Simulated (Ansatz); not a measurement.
## P_O in MgO (Fm-3m): charge-transition levels and formation energies

Charge states of P_O in MgO (Fm-3m), set against the band edges. Model: a cell of 54 host atoms with 1 O taken out and 1 P put in.

Calculated with Ansatz 0.2.0; place-levels on r2SCAN runs: charge-transition levels and formation energies with image-charge correction and potential alignment at the atomic sites; PAW set soft_1.

Experimental background.

“Electronic structure of alkaline earth and post-transition metal oxides” (2009, arxiv:0908.1581) quotes from earlier work for MgO, rocksalt (bulk crystal): band gap (literature experimental gap) 7.83 eV [Literature value based on experiment; other listed experimental values range from 7.7 to …].

## 1. The starting structure

The cell holds 54 atoms: 27 Mg, 26 O and 1 P. Its edges and angles: a = 8.925 Å, b = 8.925 Å, c = 8.925 Å, α = 60.0°, β = 60.0°, γ = 60.0°. It derives from MgO (space group Fm-3m). Nearest the centre at fractional (0.500, 0.500, 0.500): P28 at 0.00 Å, Mg51 at 2.10 Å, Mg47 at 2.10 Å, Mg35 at 2.10 Å, Mg45 at 2.10 Å, Mg29 at 2.10 Å, Mg33 at 2.10 Å, O30 at 2.98 Å.

Known beforehand: the electronic dielectric constant, 3.24, and the static one, 10.37, from a response run on this crystal (DFPT, PBEsol) at that run's own cell.

The cell's shortest repeat is 8.9 Å.

## 2. The runs of each charge state

Levels follow from differences of total energies between charge states, each relaxed by itself.

Each atom starts 0.05 Å or so off its site in a random direction: a symmetric start keeps its symmetry, and would miss off-centre moves and Jahn–Teller distortions. Forces are taken at one point at (¼, ¼, ¼). The cell holds 1 electron more than the neutral one, with a uniform background that keeps it neutral on the whole.

The sampling was tested on the host first: at the k-points planned (1x1x1 shifted 0.25 0.25 0.25) its energy lies 0.020 eV an atom from the dense-mesh value, under the bound of 0.02 eV set for this test; that bounds the host's error, not the defect's.

One state's input; the others differ in charge, spin, start and seed, and in occupations where the table says so.

The input, qm1.relax/input.yaml:

```yaml
crystal:
  lattice:
    - [0.0, 6.31124291, 6.31124291]
    - [6.31124291, 0.0, 6.31124291]
    - [6.31124291, 6.31124291, 0.0]
  atoms:
    - { symbol: Mg, position: [0.0, 0.0, 0.0] }
    - { symbol: O, position: [0.16666667, 0.16666667, 0.16666667] }
[... 7 atom lines left out ...]
    - { symbol: O, position: [0.16666667, 0.5, 0.5] }
[... 1 atom line left out ...]
    - { symbol: O, position: [0.16666667, 0.5, 0.83333333] }
[... 3 atom lines left out ...]
    - { symbol: O, position: [0.16666667, 0.83333333, 0.5] }
[... 4 atom lines left out ...]
    - { symbol: Mg, position: [0.33333333, 0.0, 0.33333333] }
    - { symbol: O, position: [0.5, 0.16666667, 0.5] }
[... 1 atom line left out ...]
    - { symbol: O, position: [0.5, 0.16666667, 0.83333333] }
[... 1 atom line left out ...]
    - { symbol: O, position: [0.5, 0.5, 0.16666667] }
[... 1 atom line left out ...]
    - { symbol: P, position: [0.5, 0.5, 0.5] }
    - { symbol: Mg, position: [0.33333333, 0.33333333, 0.66666667] }
    - { symbol: O, position: [0.5, 0.5, 0.83333333] }
[... 1 atom line left out ...]
    - { symbol: O, position: [0.5, 0.83333333, 0.16666667] }
    - { symbol: Mg, position: [0.33333333, 0.66666667, 0.33333333] }
    - { symbol: O, position: [0.5, 0.83333333, 0.5] }
    - { symbol: Mg, position: [0.33333333, 0.66666667, 0.66666667] }
[... 4 atom lines left out ...]
    - { symbol: O, position: [0.83333333, 0.16666667, 0.5] }
[... 3 atom lines left out ...]
    - { symbol: O, position: [0.83333333, 0.5, 0.16666667] }
    - { symbol: Mg, position: [0.66666667, 0.33333333, 0.33333333] }
    - { symbol: O, position: [0.83333333, 0.5, 0.5] }
    - { symbol: Mg, position: [0.66666667, 0.33333333, 0.66666667] }
[... 3 atom lines left out ...]
    - { symbol: Mg, position: [0.66666667, 0.66666667, 0.33333333] }
[... 2 atom lines left out ...]
    - { symbol: O, position: [0.83333333, 0.83333333, 0.83333333] }
  host:
    repeats: [3, 3, 3]
    atoms:
      - { symbol: Mg, position: [0.0, 0.0, 0.0] }
      - { symbol: O, position: [0.5, 0.5, 0.5] }
total_charge: -1
basis:
  ecutwfc: 500
  xc_grid: 2
hamiltonian:
  xc: r2scan
  pseudopotentials: { kind: paw, azcp: { folder: soft_1 } }
kpoints:
  mp_grid: { grid: [1, 1, 1], shift: [0.25, 0.25, 0.25] }
scf:
  occupations: { method: fixed }
  max_iter: 100
output:
  forces: true
  charged_corrections:
    epsilon: 3.24
    static_epsilon: 10.37
    defect_position: [0.5, 0.5, 0.5]
relax:
  f_tol: 0.02
  max_steps: 80
  random_displacement: { amplitude: 0.05, seed: 9497 }
checkpoint:
  write: "../qm1.relax.run"
  compress: false
  write_wavefunctions: true
  write_every: 100000
```

The run is started by

```
$ ansatz run input.yaml --threads 4 --pin off --max-ram 7536MiB --backend cpu --events-out ev --progress --plain --runs-dir out
```

The relaxed structure is kept and the sampling changed to a 2×2×2 shifted mesh.

The run of this state that the levels use, under r2SCAN:

The input, qm1.point/input.yaml:

```yaml
crystal:
  checkpoint: "../qm1.relax.run"
  host: checkpoint
total_charge: -1
basis:
  ecutwfc: 500
  xc_grid: 2
hamiltonian:
  xc: r2scan
  pseudopotentials: { kind: paw, azcp: { folder: soft_1 } }
kpoints:
  mp_grid: { grid: [2, 2, 2], shift: [0.5, 0.5, 0.5] }
scf:
  occupations: { method: fermi_dirac, width: 0.01 }
  max_iter: 100
output:
  forces: true
  eigenvalues: true
  charged_corrections:
    epsilon: 3.24
    static_epsilon: 10.37
    defect_position: [0.5, 0.5, 0.5]
  eigenstates: { localisation: true }
  populations: true
  band_densities: [{ bands: [v1, v1] }, { bands: [c1, c1] }]
  write_density: true
  write_potential: true
  volumetric_format: npy
checkpoint:
  read: "../qm1.relax.run"
  write: "../qm1.point.run"
  compress: false
  write_wavefunctions: false
  write_every: 100000
```

Relaxations under r2SCAN at one point at (¼, ¼, ¼); times on 4 threads of Arm Neoverse V1, shared host:

```csv
charge,moment (μB),occupations,outcome,steps,largest displacement against the far atoms (Å),time
−1,0,fixed,converged,6,0.14,70 s
0,1,fixed,converged,23,0.20,13 min
+1,0,fixed,not converged,-,-,87 s
+1,0,fermi-dirac,converged,7,0.22,2.2 min
+1,2,fixed,converged,7,0.23,4 min
```

Single points under r2SCAN at a 2×2×2 shifted mesh; times on 4 threads of Arm Neoverse V1, shared host:

```
charge  moment (μB)  occupations    outcome     time
    −1            0  fermi-dirac  converged     68 s
     0            1  fermi-dirac  converged  3.3 min
    +1            0  fermi-dirac  converged     77 s
    +1            2  fermi-dirac  converged  2.7 min
```

Distances (Å) from P28 to the nearest atoms after relaxation with r2SCAN:

```csv
charge,moment (μB),1.,2.,3.,4.,5.,6.
−1,0,Mg 2.25,Mg 2.25,Mg 2.25,Mg 2.25,Mg 2.25,Mg 2.25
0,1,Mg 2.28,Mg 2.28,Mg 2.28,Mg 2.28,Mg 2.29,Mg 2.29
+1,0,Mg 2.32,Mg 2.32,Mg 2.32,Mg 2.32,Mg 2.32,Mg 2.32
+1,2,Mg 2.32,Mg 2.32,Mg 2.32,Mg 2.33,Mg 2.33,Mg 2.33
```

## 3. Placing the levels, r2SCAN

A charged cell interacts with its images and the background, and its potential has another zero than the host's. place-levels removes the first by a point-charge model, screened by the static dielectric constant since the ions have relaxed around the charge, and the second by comparing potentials at atoms far from the defect.

The host is a run of the defect-free crystal in the same cutoffs, grids and k-points, so that basis and sampling errors cancel in part in the differences. The host is run in a cell of 2 atoms on a matching mesh. Its band edges are searched through the zone by a band path, so the gap is smaller than, or equal to, that on the mesh. Chemical potentials are energies per atom of O (O2 molecule) and P (black phosphorus), run with the same functional and cutoff.

The input, levels.point.yaml:

```yaml
host:
  run: host.point.run
states: [qm1.point.run, q0_M1.point.run, qp1.point.run, qp1_M2.point.run]
geometry_from:
  qm1.point.run: qm1.relax.run
  q0_M1.point.run: q0_M1.relax.run
  qp1.point.run: qp1.relax_smeared.run
  qp1_M2.point.run: qp1_M2.relax.run
chemical_potentials:
  O:
    energy: -565.989614
    dataset: <sha256 of the dataset>
  P:
    energy: -759.166194
    dataset: "<sha256 of the dataset>"
epsilon: 3.24
static_epsilon: 10.37
vertical:
  - { from: qm1.point.run, to: qm1.point_neutral.run }
  - { from: qp1.point.run, to: qp1.point_neutral.run }
  - { from: qp1_M2.point.run, to: qp1_M2.point_neutral.run }
```

The run is started by

```
$ ansatz place-levels levels.point.yaml -- --threads 4 --pin off --max-ram 7536MiB
```

Numbers of over 12 decimals in the logs are rounded to 6 here.

The program printed:

```text
[... repeated set-up lines and file paths are left out, and long positions are rounded to six places ...]
(+1/0) 1.499 eV above the valence edge, 4.179 eV under the conduction edge
(0/-1) 2.603 eV above the valence edge, 3.075 eV under the conduction edge
formation energy of charge +1: +9.158 eV with the Fermi level at the valence edge
formation energy of charge 0: +10.657 eV with the Fermi level at the valence edge
formation energy of charge -1: +13.259 eV with the Fermi level at the valence edge
vertical -1 to 0: no energy, since no alignment is typed
  the change from vertical[0].from (qm1.point.run) to vertical[0].to (qm1.point_neutral.run): by its potential at epsilon 3.24 it stands at 0.500 0.500 0.500, with an rms radius of about 1.7 Å (0.9 0.9 1.1 Å across the planes of the cell's vectors); [...]
vertical +1 to 0: no energy, since no alignment is typed
  the change from vertical[1].from (qp1.point.run) to vertical[1].to (qp1.point_neutral.run): by its potential at epsilon 3.24 it stands at 0.499 0.500 0.500, with an rms radius of about 2.2 Å (1.3 1.3 1.1 Å across the planes of the cell's vectors); [...]
vertical +1 to 0: no energy, since no alignment is typed
  the change from vertical[2].from (qp1_M2.point.run) to vertical[2].to (qp1_M2.point_neutral.run): by its potential at epsilon 3.24 it stands at 0.500 0.501 0.500, with an rms radius of about 1.7 Å (1.1 1.0 0.7 Å across the planes of the cell's vectors); [...]
  edges by r2scan, gap 5.678 eV; the host is sampled to repeats of 17.85 Å
  the defect's cells are sampled to repeats of 17.85 Å, like sampling
  charge +1: -67646.4124 eV with its correction of +0.485 eV, at epsilon 10.37, aligned at sites: +0.2331 eV, mean over 21 atomic sites at or beyond 4.46 Å from the defect at [0.5000, 0.5000, 0.5000], with -0.000000 for the charge's moments and without [...]
  charge 0: +0.000 eV for its dipole among its images, +0.000 omitted
  charge -1: -67626.9423 eV with its correction of +0.043 eV, at epsilon 10.37, aligned at sites: +0.2096 eV, mean over 21 atomic sites at or beyond 4.46 Å from the defect at [0.5000, 0.5000, 0.5000], with +0.000000 for the charge's moments and without [...]
  charge +1: states[2] (qp1.point.run) stands 0.470 eV higher, with a moment of 0.00 μB against 2.00
  states[2] (qp1.point.run): levels filled in part (TS 0.010 eV): its energy is of no whole electron's
  of states[3] (qp1_M2.point.run): its alignment with the host at atomic sites is doubtful: the cell is too small to show whether the defect's potential has decayed: take a larger one; stability_check_not_made
  of states[1] (q0_M1.point.run): its alignment with the host at atomic sites is doubtful: the cell is too small to show whether the defect's potential has decayed: take a larger one; stability_check_not_made
  of states[0] (qm1.point.run): its alignment with the host at atomic sites is doubtful: the cell is too small to show whether the defect's potential has decayed: take a larger one
  of states[2] (qp1.point.run): it parts from the run at its places by a charge that spreads by about 1.3 Å along one vector (1.3 Å or more is wide), by its potential at epsilon 3.24, taken for that of held ions (one typed too small widens it), where the cell [...]
  of vertical[0].to (qm1.point_neutral.run): stability_check_not_made
  vertical[1].from (qp1.point.run): levels filled in part (TS 0.010 eV): its energy is of no whole electron's
  of vertical[1].from (qp1.point.run): it parts from the run at its places by a charge that spreads by about 1.3 Å along one vector (1.3 Å or more is wide), by its potential at epsilon 3.24, taken for that of held ions (one typed too small widens it), where [...]
  of vertical[1].to (qp1.point_neutral.run): stability_check_not_made
  of vertical[2].from (qp1_M2.point.run): stability_check_not_made
  of vertical[2].to (qp1_M2.point_neutral.run): it set out from the moments of a save, which an earlier run chose (saved_moments_taken); stability_check_not_made
```

Wall time 0.5 s (4 threads of Arm Neoverse V1, shared host).

Levels between the charges placed, in eV above the valence top:

```
        gap (eV)  (+1/0)  (0/−1)
r2SCAN      5.68    1.50    2.60
```

Corrections by state:

```csv
charge,moment (μB),image terms and alignment (eV),band filling (eV),ε used,"over the lowest of its charge, as the program ranks them, band filling apart (eV)"
+1,2.0,0.485,-,10.37,0.000
0,1.0,0.000,-,-,0.000
−1,0.0,0.043,-,10.37,0.000
+1,0.0,0.474,-,10.37,0.470
```

The charged structures listed were also run neutral, and place-levels reads from each pair, by the potential or the spins, how wide the charge is by which they differ; that can be the carrier of either run.

```csv
charge,rms radius (Å),spread where it is widest against the cell (Å),wide from (Å),reading
+1,1.7,1.05,1.26,narrow
−1,1.7,1.10,1.26,narrow
```

The neutral runs of these pairs need not share the spin of the lowest neutral state, and very wide values only mean spread over the cell.

From the program's caveats on the states, each cut to its opening words:

- charge +1 (2 μB), 0 (1 μB), −1, +1: its alignment with the host at atomic sites is doubtful: the cell is too small to show whether the defect's potential has decayed: take a larger one
- charge +1 (2 μB), 0 (1 μB): flagged: stability check not made
- charge +1: it parts from the run at its places by a charge that spreads by about 1.3 Å along one vector (1.3 Å or more is wide), by its potential at epsilon 3.24, taken [...]

The host's formation energy from the elements is -2.963 eV per atom; it sets how far the chemical potentials can move.

Limit set by the element alone; other compounds of these elements are not counted. Chemical potentials from the elements' reference states: Mg 0.00 eV, O -5.93 eV, P 0.00 eV. Formation energies (Mg-rich), with the Fermi level at the valence top and at the conduction bottom (gap 5.68 eV):

```
charge  at valence top (eV)  at conduction bottom (eV)  correction included (eV)
    +1                 3.23                       8.91                      0.49
     0                 4.73                       4.73                      0.00
    −1                 7.33                       1.66                      0.04
```

Fermi level (eV), lowest formation energy (eV) and a bar from the least value:
```
     0.00       3.23 ###############
     0.52       3.75 ####################
     1.03       4.26 #########################
     1.55       4.73 ##############################
     2.06       4.73 ##############################
     2.58       4.73 ##############################
     3.10       4.24 #########################
     3.61       3.72 ####################
     4.13       3.20 ###############
     4.65       2.69 ##########
     5.16       2.17 #####
     5.68       1.66
```

Limit set by the element alone; other compounds of these elements are not counted. Chemical potentials from the elements' reference states: O 0.00 eV, Mg -5.93 eV, P 0.00 eV. Formation energies (O-rich), with the Fermi level at the valence top and at the conduction bottom (gap 5.68 eV):

```
charge  at valence top (eV)  at conduction bottom (eV)  correction included (eV)
    +1                 9.16                      14.84                      0.49
     0                10.66                      10.66                      0.00
    −1                13.26                       7.58                      0.04
```

| Fermi level (eV) | lowest formation energy (eV) |
| --- | --- |
| 0.00 | 9.16 |
| 0.52 | 9.67 |
| 1.03 | 10.19 |
| 1.55 | 10.66 |
| 2.06 | 10.66 |
| 2.58 | 10.66 |
| 3.10 | 10.16 |
| 3.61 | 9.64 |
| 4.13 | 9.13 |
| 4.65 | 8.61 |
| 5.16 | 8.10 |
| 5.68 | 7.58 |

## 4. What came out

| Quantity | Value |
| --- | --- |
| gap of the host | 5.68 eV (r2SCAN) |
| level (plus 1/0) | 1.50 eV above the valence top |
| level (0/minus 1) | 2.60 eV above the valence top |
| lowest of the charges placed, just above the valence top (0.02 eV) | +1 |
| lowest of the charges placed, just below the conduction bottom (0.02 eV) | −1 |
| lowest formation energy at mid-gap of the charges run, Mg-rich | 4.50 eV |
| lowest formation energy at mid-gap of the charges run, O-rich | 10.42 eV |

**Reading.** Of the charges placed (−1, 0 and +1), the lowest changes at 1.50 eV (+1/0) and 2.60 eV (0/−1) above the valence top, in a gap of 5.68 eV. Charges above +1 and below −1 were not placed, so these runs say nothing of levels that involve them. States placed: +1 at 2 μB and 0 μB; 0 at 1 μB; −1 at 0 μB. Other spin states or structures, where not listed, weren't placed. P is taken at its element; compounds, which aren't counted here, bound the chemical potentials and would shift these formation energies. The program doubts the alignment of potentials for at least one state, a sign that the cell is small. Keep in mind: the images are only 8.9 Å apart; r2SCAN makes the gap too small and tends to spread out bound carriers; where a gas molecule sets a chemical potential or the host's formation energy, its binding is uncorrected.

Calculation against experiment:

| quantity | measured | r2SCAN |
| --- | --- | --- |
| band gap (least gap of the host) (eV) | 7.83 | 5.68 (-2.15 eV) |

Measured values from arxiv:0908.1581 (2009).

How well it matches: The band gap is off by -2.15 eV: a clear miss. Local and semilocal functionals usually give gaps below the measured ones. Zero-point and thermal motion shift the measured gap.

[Logs are printed without paths, hosts, clocks, repeated set-up lines and the standing remarks that a program may print on its own settings, such as how far it seeks lower states.]

[Hosts, paths, dates, database ids (printed as entryN), source tags and the programs' standing remarks are cut or masked in the printed files.]

[Where a table of states has a column of steps, it counts the stored structures, which are thinned; the runs took as many ionic steps or more.]

[A defect's name tells the site on which it was built; relaxed atoms can leave that site.]

[For some hosts the program warned that the k-mesh of the response run may be too coarse for force constants and the static dielectric constant; such warnings are not shown here.]
